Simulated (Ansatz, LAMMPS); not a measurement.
## Structural relaxation of a frame of liquid fluorobenzene from 280 K (192 atoms)

Aim: bring a frame of liquid fluorobenzene from 280 K (192 atoms) to a nearby minimum of the energy and see what moves.

Calculated with Ansatz 0.2.0; Kohn-Sham DFT, PBE+D4, PAW (set soft_2), plane waves.

This is a report of a sequence of runs, with most program output left out.

## 1. The structure

The cell holds 192 atoms: 16 F, 96 C and 80 H. Its edges and angles: a = 13.578 Å, b = 13.578 Å, c = 13.578 Å, α = 90.0°, β = 90.0°, γ = 90.0°. 16 fluorobenzene placed at random, at 1.02 g/cm³; overlaps pushed apart, then 10 ps at 430 K with MMFF94 bonds, angles, torsions, charges and radii (Halgren, J. Comput. Chem. 17, 490 (1996)) in harmonic and 12-6 forms. Snapshot after 20 ps at 280 K and fixed volume.

Before any run, some limits are plain. The network of contacts between molecules at the start is that of the classical potential that made the cell. The density was typed from a rule of thumb and may lie off the real one at this temperature. Sampling is at Γ alone, for a cell whose shortest periodic width is 14 Å.

## 2. How the cell was made

A classical potential makes the cell, at a small fraction of what the same run would cost in DFT.

This step: classical MD, MMFF94 bonds, angles, torsions, charges and radii (Halgren, J. Comput. Chem. 17, 490 (1996)) in harmonic and 12-6 forms (LAMMPS 22 Jul 2025 - Update 4).

Contents of in.lmp:

```
# liquid fluorobenzene
units real
atom_style full
boundary p p p
bond_style harmonic
angle_style harmonic
dihedral_style opls
improper_style harmonic
special_bonds lj 0 0 0.5 coul 0 0 0.75
read_data data.lmp
neigh_modify delay 0 every 1 check yes one 4000
comm_modify cutoff 12.0
timestep 0.5
thermo_style custom step time temp pe press density
thermo_modify norm yes
# push overlapping molecules apart
pair_style soft 2.6
pair_coeff * * 0.0
variable a equal ramp(1,60)
fix ad all adapt 1 pair soft a * * v_a
velocity all create 430 746359 mom yes dist gaussian
fix lim all nve/limit 0.03
fix lan all langevin 430 430 50 746360 zero yes
thermo 1000
run 3000 post no
unfix ad
pair_style lj/cut/coul/long 9.0
pair_modify mix arithmetic tail yes
pair_coeff 1 1 0.0801 2.5590   # F
pair_coeff 2 2 0.0678 3.5860   # C
pair_coeff 3 3 0.0216 2.5400   # H
kspace_style pppm 1.0e-4
thermo 100
minimize 1e-5 1e-3 300 3000
# [... 15 lines left out ...]
compute msd all msd com yes
thermo 5000
fix md all nvt temp 280 280 100
run 20000 post no
print "== T280: mean square displacement over the hold $(c_msd[4]:%.2f) A^2"
unfix md
uncompute msd
write_dump all custom T280.dump id type xs ys zs modify sort id
```

The run is started by

```
lmp -in in.lmp -log none -nocite
```

Elapsed: 25 s, on 1 thread of Arm Neoverse V1, shared host; peak memory 0.12 GiB.

The input also reads data.lmp (atoms, bonds and types; not printed here).

## 3. Single point at the start

The forces at the start show how far the geometry lies from a minimum of this functional.

Contents of input.yaml:

```yaml
crystal:
  lattice:
    - [13.57805, 0.0, 0.0]
    - [0.0, 13.57805, 0.0]
    - [0.0, 0.0, 13.57805]
  atoms:
    - { symbol: F, position: [0.1844, 0.59485, 0.65227] }
    - { symbol: C, position: [0.23072, 0.58507, 0.56295] }
    - { symbol: C, position: [0.27046, 0.66416, 0.51722] }
    - { symbol: C, position: [0.31653, 0.65629, 0.42993] }
    - { symbol: C, position: [0.33102, 0.56588, 0.38816] }
    - { symbol: C, position: [0.29636, 0.48339, 0.43229] }
    - { symbol: C, position: [0.24214, 0.49461, 0.51793] }
    - { symbol: H, position: [0.24598, 0.73308, 0.55037] }
    - { symbol: H, position: [0.34145, 0.72155, 0.39049] }
    - { symbol: H, position: [0.36811, 0.55568, 0.31086] }
    - { symbol: H, position: [0.30092, 0.40833, 0.40051] }
    - { symbol: H, position: [0.19984, 0.43651, 0.54857] }
    - { symbol: F, position: [0.08755, 0.06759, 0.64457] }
    - { symbol: C, position: [0.01317, 0.03192, 0.69519] }
    - { symbol: C, position: [0.93479, 0.08357, 0.72843] }
    - { symbol: C, position: [0.85255, 0.03867, 0.7692] }
    - { symbol: C, position: [0.86351, 0.93881, 0.78952] }
    - { symbol: C, position: [0.94069, 0.88304, 0.75001] }
    - { symbol: C, position: [0.0145, 0.93298, 0.7005] }
    - { symbol: H, position: [0.93103, 0.15957, 0.71228] }
    - { symbol: H, position: [0.78662, 0.08175, 0.78614] }
    - { symbol: H, position: [0.80232, 0.89869, 0.82326] }
    - { symbol: H, position: [0.94185, 0.80657, 0.76221] }
    - { symbol: H, position: [0.07428, 0.89114, 0.6723] }
    - { symbol: F, position: [0.8976, 0.36154, 0.09741] }
    - { symbol: C, position: [0.94748, 0.43708, 0.05543] }
    - { symbol: C, position: [0.95556, 0.52492, 0.1059] }
    - { symbol: C, position: [0.00496, 0.60207, 0.06454] }
    - { symbol: C, position: [0.05311, 0.58877, 0.97224] }
    - { symbol: C, position: [0.03802, 0.50172, 0.91818] }
    - { symbol: C, position: [0.98336, 0.42283, 0.95722] }
    - { symbol: H, position: [0.91911, 0.52791, 0.17672] }
    [... 154 atom lines left out ...]
    - { symbol: C, position: [0.65031, 0.22158, 0.90965] }
    - { symbol: H, position: [0.5069, 0.0794, 0.76378] }
    - { symbol: H, position: [0.57003, 0.95325, 0.88672] }
    - { symbol: H, position: [0.68227, 0.00135, 0.02289] }
    - { symbol: H, position: [0.72381, 0.18219, 0.04476] }
    - { symbol: H, position: [0.67105, 0.29972, 0.9151] }
kpoints:
  mp_grid: { grid: [1, 1, 1] }
hamiltonian:
  xc: pbe
  dispersion: d4
scf:
  occupations: { method: gaussian, width: 0.025 }
output:
  forces: true
  stress: true
  populations: true
  dos:
    method: { smearing: { sigma: 0.1 } }
    de: 0.1
    projected: { site_lists: { C: [C], F: [F], H: [H] } }
  eigenvalues: true
```

The run is started by

```
ansatz run input.yaml --threads 4 --pin off --max-ram 8192MiB --backend cpu --events-out ev --progress --plain --runs-dir out
```

Wall time 63 s (4 threads of Arm Neoverse V1, shared host); peak memory 3.4 GiB; 4.1 min of CPU time.

The run gave:

```
free energy                                      : -38289.1324 eV
free energy per atom                             : -199.4226 eV/atom
SCF cycles                                       : 10
pressure                                         : 1.469 GPa
r.m.s. force component                           : 0.9736 eV/Å
longest force                                    : 4.137 eV/Å
Fermi energy                                     : 0.8973 eV
gap (highest filled to lowest empty level) : 4.136 eV
spilling of the projection                       : 0.01256
```

The r.m.s. force component of 0.97 eV/Å and the pressure of 1.5 GPa set the starting point.

Length of the force by element:

| element | coordination | atoms | mean length of the force (eV/Å) | spread | least | most |
| --- | --- | --- | --- | --- | --- | --- |
| C | all | 96 | 1.90 | 0.853 | 0.254 | 4.14 |
| F | all | 16 | 1.11 | 0.496 | 0.257 | 2.31 |
| H | all | 80 | 0.991 | 0.591 | 0.134 | 2.72 |

## 4. Relaxation

With the cell held, the atoms are moved downhill towards a nearby minimum.

input.yaml, the sections that differ from step 3:

```yaml
output:
  forces: true
relax:
  f_tol: 0.05
  max_steps: 200
# crystal, kpoints, hamiltonian, scf: as in step 3
```

The job ended after 12 min (4 threads; peak memory 3.3 GiB).

Relaxation path (22 of 25):

| step | energy less that of the first step (eV) | largest force component (eV/Å) |
| --- | --- | --- |
| 1 | 0.0000 | 3.6002 |
| 2 | -5.8586 | 1.6924 |
| 3 | -7.1810 | 0.8366 |
| 4 | -7.5126 | 0.1723 |
| 6 | -7.6988 | 0.1707 |
| 7 | -7.7487 | 0.1565 |
| 8 | -7.7874 | 0.1446 |
| 9 | -7.8160 | 0.1595 |
| 10 | -7.8350 | 0.1654 |
| 11 | -7.8560 | 0.1649 |
| 12 | -7.8845 | 0.1905 |
| 14 | -7.9277 | 0.2358 |
| 15 | -7.9476 | 0.2286 |
| 16 | -7.9673 | 0.1903 |
| 17 | -7.9838 | 0.1910 |
| 18 | -7.9957 | 0.1924 |
| 19 | -8.0055 | 0.1680 |
| 20 | -8.0140 | 0.1142 |
| 22 | -8.0193 | 0.0492 |
| 23 | -8.0224 | 0.0343 |
| 24 | -8.0257 | 0.0282 |
| 25 | -8.0282 | 0.0393 |

The atoms that moved most (Å):

| atom | dx | dy | dz | length |
| --- | --- | --- | --- | --- |
| F181 | -1.090 | -1.549 | 0.656 | 2.005 |
| H188 | 0.126 | -1.549 | 1.168 | 1.944 |
| H179 | -1.725 | -0.615 | 0.434 | 1.882 |
| H180 | -1.578 | -0.705 | -0.083 | 1.731 |
| F61 | 1.636 | 0.014 | -0.228 | 1.652 |
| H189 | 1.128 | -0.751 | 0.902 | 1.628 |
| H72 | 1.216 | 0.982 | 0.113 | 1.567 |
| C174 | -1.404 | -0.548 | 0.344 | 1.546 |

The relaxation changed the energy by -41.8 meV/atom, and atoms moved by 0.82 Å r.m.s., 2.0 Å at most.

## 5. Local order after relaxation

Bonds before and after, by the cutoffs listed below:

| pair | bonds before | bonds after | mean before (Å) | mean after (Å) | spread before (Å) | spread after (Å) |
| --- | --- | --- | --- | --- | --- | --- |
| C-C | 96 | 96 | 1.388 | 1.394 | 0.026 | 0.003 |
| C-H | 80 | 80 | 1.090 | 1.090 | 0.032 | 0.001 |
| C-F | 16 | 16 | 1.347 | 1.363 | 0.028 | 0.002 |

Density 1.02 g/cm³, 13.04 Å³ an atom.

Pair distribution functions g(r), in bins of 0.2 Å:

| r (Å) | total | C-C | C-H | C-F | H-H | H-F | F-F |
| --- | --- | --- | --- | --- | --- | --- | --- |
| 1.00 | 3.74 | 0.00 | 9.00 | 0.00 | 0.00 | 0.00 | 0.00 |
| 1.20 | 0.00 | 0.00 | 0.00 | 0.00 | 0.00 | 0.00 | 0.00 |
| 1.40 | 3.20 | 10.95 | 0.00 | 5.50 | 0.00 | 0.00 | 0.00 |
| 1.60 | 0.00 | 0.00 | 0.00 | 0.00 | 0.00 | 0.00 | 0.00 |
| 1.80 | 0.00 | 0.00 | 0.00 | 0.00 | 0.00 | 0.00 | 0.00 |
| 2.00 | 0.00 | 0.00 | 0.00 | 0.00 | 0.00 | 0.00 | 0.00 |
| 2.20 | 1.83 | 0.00 | 4.40 | 0.00 | 0.00 | 0.00 | 0.00 |
| 2.40 | 1.57 | 3.58 | 0.00 | 3.68 | 1.99 | 0.39 | 0.00 |
| 2.60 | 0.69 | 0.00 | 0.00 | 0.00 | 2.05 | 4.81 | 0.00 |
| 2.80 | 0.71 | 1.32 | 0.11 | 0.00 | 1.08 | 2.10 | 0.00 |
| 3.00 | 0.35 | 0.00 | 0.45 | 0.00 | 0.69 | 0.52 | 0.00 |
| 3.20 | 0.60 | 0.00 | 0.96 | 0.00 | 0.73 | 1.06 | 0.00 |
| 3.40 | 1.42 | 0.00 | 2.67 | 1.27 | 0.89 | 0.60 | 2.09 |
| 3.60 | 0.90 | 0.18 | 0.94 | 2.93 | 0.98 | 0.65 | 0.62 |
| 3.80 | 1.28 | 0.96 | 1.68 | 1.21 | 0.92 | 0.81 | 3.25 |
| 4.00 | 0.81 | 0.99 | 0.76 | 0.73 | 0.78 | 0.73 | 0.48 |
| 4.20 | 1.03 | 1.10 | 1.02 | 1.42 | 0.88 | 0.89 | 0.43 |
| 4.40 | 1.03 | 1.09 | 0.80 | 0.81 | 1.78 | 0.52 | 1.19 |
| 4.60 | 0.99 | 0.99 | 0.89 | 1.19 | 0.66 | 2.24 | 0.74 |
| 4.80 | 1.00 | 0.97 | 1.04 | 1.18 | 0.96 | 0.87 | 0.69 |
| 5.00 | 0.99 | 0.87 | 0.83 | 1.09 | 1.49 | 1.09 | 1.24 |
| 5.20 | 1.00 | 1.18 | 0.84 | 0.98 | 0.97 | 1.35 | 1.74 |
| 5.40 | 0.97 | 1.10 | 0.99 | 0.93 | 0.80 | 0.88 | 1.07 |
| 5.60 | 1.10 | 1.27 | 1.10 | 1.01 | 0.97 | 0.92 | 0.50 |
| 5.80 | 0.98 | 1.07 | 0.97 | 1.06 | 0.82 | 1.06 | 0.46 |
| 6.00 | 1.05 | 1.22 | 1.04 | 0.97 | 0.99 | 0.78 | 0.64 |
| 6.20 | 0.97 | 1.02 | 0.98 | 1.08 | 0.89 | 0.83 | 0.59 |
| 6.40 | 1.05 | 1.21 | 0.99 | 0.93 | 1.14 | 0.82 | 0.76 |

Bonds by pair of elements; cutoffs follow the first minimum of g(r), held within bounds set by covalent radii, and pairs that aren't listed don't count as bonded:

| pair A-B | cutoff (Å) | bonds | mean length (Å) | spread (Å) | shortest (Å) | B about A | A about B |
| --- | --- | --- | --- | --- | --- | --- | --- |
| C-C | 1.77 | 96 | 1.39 | 0.003 | 1.39 | 2 | 2 |
| C-H | 1.34 | 80 | 1.09 | 0.001 | 1.09 | 0.833 | 1 |
| C-F | 1.62 | 16 | 1.36 | 0.002 | 1.36 | 0.167 | 1 |

How many atoms have how many bonded neighbours:

| element | mean | 1 | 3 |
| --- | --- | --- | --- |
| C | 3 | 0 | 96 |
| F | 1 | 16 | 0 |
| H | 1 | 80 | 0 |

Bond angles (no mean is given where the spread exceeds 20°):

| angle | count | mean (°) | spread (°) |
| --- | --- | --- | --- |
| C-C-H | 160 | 120 | 0.8 |
| C-C-C | 96 | 120 | 1.6 |
| C-C-F | 32 | 119 | 0.1 |

Rings of the network by King's shortest-path rule, up to 12 atoms, one path for each pair of neighbours; H, halogens, alkali and alkaline-earth atoms are left out, and the last column divides by all other atoms, bonded or not:

| ring size (atoms) | rings | per network atom |
| --- | --- | --- |
| 6 | 16 | 0.167 |

By these cutoffs all C atoms have 3, all F atoms have 1 and all H atoms have 1 bonded neighbour. The C-C-H angle averages 120° with a spread of 0.8°. All rings counted have 6 atoms.

## 6. Single point at the relaxed geometry

The electronic structure is read at the final geometry, in a run of its own.

Contents of input.yaml:

```yaml
crystal:
  lattice:
    - [13.57805, 0.0, 0.0]
    - [0.0, 13.57805, 0.0]
    - [0.0, 0.0, 13.57805]
  atoms:
    - { symbol: F, position: [0.16176, 0.60831, 0.6443] }
    - { symbol: C, position: [0.21619, 0.60389, 0.56024] }
    - { symbol: C, position: [0.26067, 0.68942, 0.52597] }
    - { symbol: C, position: [0.31601, 0.68417, 0.43946] }
    - { symbol: C, position: [0.32624, 0.59493, 0.38935] }
    - { symbol: C, position: [0.28039, 0.51031, 0.42576] }
    - { symbol: C, position: [0.22457, 0.51404, 0.51196] }
    - { symbol: H, position: [0.25119, 0.75846, 0.56564] }
    - { symbol: H, position: [0.35039, 0.75072, 0.41073] }
    - { symbol: H, position: [0.3696, 0.59179, 0.32187] }
    - { symbol: H, position: [0.28817, 0.44035, 0.38707] }
    - { symbol: H, position: [0.18856, 0.44891, 0.54179] }
    - { symbol: F, position: [0.09697, 0.08558, 0.66184] }
    - { symbol: C, position: [0.01607, 0.03578, 0.69434] }
    - { symbol: C, position: [0.93102, 0.08882, 0.71546] }
    - { symbol: C, position: [0.84875, 0.03721, 0.74927] }
    - { symbol: C, position: [0.85272, 0.93518, 0.76125] }
    - { symbol: C, position: [0.93919, 0.88403, 0.7393] }
    - { symbol: C, position: [0.02239, 0.93423, 0.70524] }
    - { symbol: H, position: [0.92987, 0.16849, 0.70594] }
    - { symbol: H, position: [0.78142, 0.07698, 0.76729] }
    - { symbol: H, position: [0.78869, 0.89583, 0.78897] }
    - { symbol: H, position: [0.94239, 0.80438, 0.7491] }
    - { symbol: H, position: [0.09082, 0.8963, 0.68756] }
    - { symbol: F, position: [0.88002, 0.36722, 0.08907] }
    - { symbol: C, position: [0.92711, 0.44768, 0.05164] }
    - { symbol: C, position: [0.93705, 0.53062, 0.11079] }
    - { symbol: C, position: [0.98536, 0.61251, 0.07151] }
    - { symbol: C, position: [0.02231, 0.61036, 0.97555] }
    - { symbol: C, position: [0.0111, 0.52576, 0.91808] }
    - { symbol: C, position: [0.96315, 0.44303, 0.95599] }
    - { symbol: H, position: [0.90646, 0.53135, 0.18496] }
    [... 154 atom lines left out ...]
    - { symbol: C, position: [0.62891, 0.18058, 0.91517] }
    - { symbol: H, position: [0.51621, 0.96529, 0.84978] }
    - { symbol: H, position: [0.65311, 0.89792, 0.95314] }
    - { symbol: H, position: [0.77341, 0.01158, 0.03214] }
    - { symbol: H, position: [0.75781, 0.1924, 0.00699] }
    - { symbol: H, position: [0.61964, 0.25936, 0.90377] }
kpoints:
  mp_grid: { grid: [1, 1, 1] }
hamiltonian:
  xc: pbe
  dispersion: d4
scf:
  occupations: { method: gaussian, width: 0.025 }
output:
  forces: true
  stress: true
  populations: true
  dos:
    method: { smearing: { sigma: 0.1 } }
    de: 0.1
    projected: { site_lists: { C: [C], F: [F], H: [H] } }
  eigenvalues: true
  write_density: true
  write_potential: true
  volumetric_format: npy
  elf: true
```

Run time: 61 s. Hardware: 4 threads; peak memory 3.4 GiB; 4 min of CPU time.

The program notes that the exchange-correlation potential is rough where the density is thin.

The run gave:

- free energy: -38297.1606 eV
- free energy per atom: -199.4644 eV/atom
- SCF cycles: 9
- pressure: -0.3356 GPa
- r.m.s. force component: 0.00734 eV/Å
- longest force: 0.05394 eV/Å
- Fermi energy: 0.877 eV
- gap (highest filled to lowest empty level): 4.305 eV
- spilling of the projection: 0.01245

Löwdin charges by element (they lack the spilled electrons, 0.037 e an atom on average):

| element | coordination | atoms | mean charge (e) | spread | least | most |
| --- | --- | --- | --- | --- | --- | --- |
| C | all | 96 | -0.057 | 0.182 | -0.172 | 0.361 |
| F | all | 16 | -0.242 | 0.0026 | -0.246 | -0.237 |
| H | all | 80 | 0.206 | 0.0075 | 0.188 | 0.222 |

(Part 1 of 2 ends here.)

[Logs are printed without paths, hosts, clocks, repeated set-up lines and the standing remarks that a program may print on its own settings, such as how far it seeks lower states.]

[Hosts, paths, dates, database ids (printed as entryN), source tags and the programs' standing remarks are cut or masked in the printed files.]

[The MMFF94 radii named for the starting cell were scaled by 0.96; in molecules described by MMFF94, hydrogen bound to N, O or S took a small fixed 12-6 site in their place.]
